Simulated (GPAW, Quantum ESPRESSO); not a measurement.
Consider BN (P6_3/mmc).

```cif
data_structure
_symmetry_space_group_name_H-M 'P 1'
_symmetry_Int_Tables_number 1
_cell_length_a 2.4982
_cell_length_b 2.4982
_cell_length_c 6.6357
_cell_angle_alpha 90.000
_cell_angle_beta 90.000
_cell_angle_gamma 120.000
_cell_volume 35.87
loop_
_atom_site_label
_atom_site_type_symbol
_atom_site_fract_x
_atom_site_fract_y
_atom_site_fract_z
_atom_site_occupancy
N1 N 0.66667 0.33333 0.25000 1
N2 N 0.33333 0.66667 0.75000 1
B3 B 0.66667 0.33333 0.75000 1
B4 B 0.33333 0.66667 0.25000 1
```

Absorber: atom 3, with 3 N at 1.44 Å (trigonal planar, site symmetry -6m2). Method: Quantum ESPRESSO XSpectra, LDA, full core hole (charged cell), 16-atom cell with 5.0 Å between holes, 5×5×4 k points, dipole transitions, Lorentzian half width 0.3 eV up to 4 eV, rising linearly to 2.5 eV at 25 eV (counted from xe0, 0.3 eV below the zero used here).

The database entry behind the starting cell differs from later determinations by our own check (about 0.3 % short, minor phase), so it need not match the best structure at ambient conditions.

**Question.** What does the B K edge look like?

Main maxima up to 24 eV above the zero (height): 0.9 eV (3.02), 7.0 eV (1.85), 8.9 eV (1.68) and 22.5 eV (0.80). A K edge sees empty p states; at this planar three-fold site the curve for the electric vector normal to the plane peaks at 0.9 eV, where it is mainly π* that absorbs: that direction carries over 70 % of the weight there. The total-energy difference plus the lowest empty eigenvalue puts the zero at 192.20 eV. One term is added: -5.56 eV, since the hole is spin-paired here and a spin-polarised one costs that much less in the free atom (computed apart). The photon energy is then 186.64 eV. The functional and the charged cell's background leave an error in such absolute values: in the free atom LDA prices this hole 2.2 eV below PBE (computed apart), and PBE is itself good to a few eV.

The B K spectrum (energy from the lowest empty level; intensity scaled to a mean of 1 over the first 20 eV; the points at xe0, where the cut of filled states can leave a spike, are interpolated; polarised curves are means over the symmetry-equivalent atoms):

| E (eV) | isotropic | ε ⊥ c | ε ∥ c |
| --- | --- | --- | --- |
| -2.0 | 0.07 | 0.02 | 0.17 |
| -1.4 | 0.10 | 0.02 | 0.27 |
| -0.8 | 0.19 | 0.02 | 0.54 |
| -0.2 | 0.56 | 0.02 | 1.62 |
| 0.4 | 2.02 | 0.03 | 6.02 |
| 1.0 | 2.76 | 0.03 | 8.21 |
| 1.6 | 0.63 | 0.04 | 1.80 |
| 2.2 | 0.25 | 0.05 | 0.65 |
| 2.8 | 0.20 | 0.07 | 0.45 |
| 3.4 | 0.33 | 0.09 | 0.80 |
| 4.0 | 0.40 | 0.16 | 0.88 |
| 4.6 | 0.39 | 0.33 | 0.51 |
| 5.2 | 0.67 | 0.76 | 0.50 |
| 5.8 | 1.22 | 1.62 | 0.43 |
| 6.4 | 1.61 | 2.22 | 0.39 |
| 7.0 | 1.85 | 2.53 | 0.47 |
| 7.6 | 1.58 | 2.10 | 0.52 |
| 8.2 | 1.53 | 1.97 | 0.66 |
| 8.8 | 1.68 | 2.11 | 0.82 |
| 9.4 | 1.54 | 1.88 | 0.86 |
| 10.0 | 1.26 | 1.49 | 0.78 |
| 10.6 | 1.11 | 1.32 | 0.68 |
| 11.2 | 1.03 | 1.23 | 0.62 |
| 11.8 | 0.95 | 1.12 | 0.62 |
| 12.4 | 0.92 | 1.08 | 0.61 |
| 13.0 | 0.91 | 1.07 | 0.60 |
| 13.6 | 0.89 | 1.04 | 0.58 |
| 14.2 | 0.86 | 1.02 | 0.56 |
| 14.8 | 0.86 | 1.02 | 0.53 |
| 15.4 | 0.87 | 1.05 | 0.51 |
| 16.0 | 0.86 | 1.04 | 0.49 |
| 16.6 | 0.81 | 0.97 | 0.49 |
| 17.2 | 0.75 | 0.89 | 0.47 |
| 17.8 | 0.69 | 0.80 | 0.46 |
| 18.4 | 0.64 | 0.74 | 0.45 |
| 19.0 | 0.62 | 0.71 | 0.45 |
| 19.6 | 0.63 | 0.72 | 0.46 |
| 20.2 | 0.67 | 0.77 | 0.46 |
| 20.8 | 0.71 | 0.84 | 0.46 |
| 21.4 | 0.76 | 0.91 | 0.46 |
| 22.0 | 0.79 | 0.96 | 0.45 |
| 22.6 | 0.80 | 0.97 | 0.46 |
| 23.2 | 0.78 | 0.94 | 0.46 |
| 23.8 | 0.74 | 0.87 | 0.48 |
| 24.4 | 0.68 | 0.78 | 0.49 |
| 25.0 | 0.63 | 0.69 | 0.50 |
| 25.6 | 0.58 | 0.61 | 0.50 |
| 26.2 | 0.53 | 0.54 | 0.50 |
| 26.8 | 0.49 | 0.48 | 0.51 |
| 27.4 | 0.46 | 0.43 | 0.52 |
| 28.0 | 0.43 | 0.38 | 0.53 |
| 28.6 | 0.41 | 0.35 | 0.55 |
| 29.2 | 0.40 | 0.31 | 0.57 |
| 29.8 | 0.39 | 0.29 | 0.60 |
| 30.4 | 0.39 | 0.27 | 0.62 |
| 31.0 | 0.38 | 0.26 | 0.63 |
| 31.6 | 0.38 | 0.25 | 0.64 |

The holes are only 5.0 Å apart, so the shape is probably not converged with cell size; no larger cell was run here. The structure is a published determination, not relaxed.

[Banner, clock and machine lines of the logs are left out without a mark of their own.]

[Logs are printed without paths, hosts, clocks, repeated set-up lines and the standing remarks that a program may print on its own settings, such as how far it seeks lower states.]

[Hosts, paths, dates, database ids (printed as entryN), source tags and the programs' standing remarks are cut or masked in the printed files.]

[Lists of maxima count a maximum above −3 eV only where it reaches 4 % of the highest in the window and stands out from its surroundings by 2 % of it (1.5 % where it reaches 55 %); shoulders and weaker maxima are passed over, and of the rest the first, up to two pre-edge ones and the few strongest are named.]
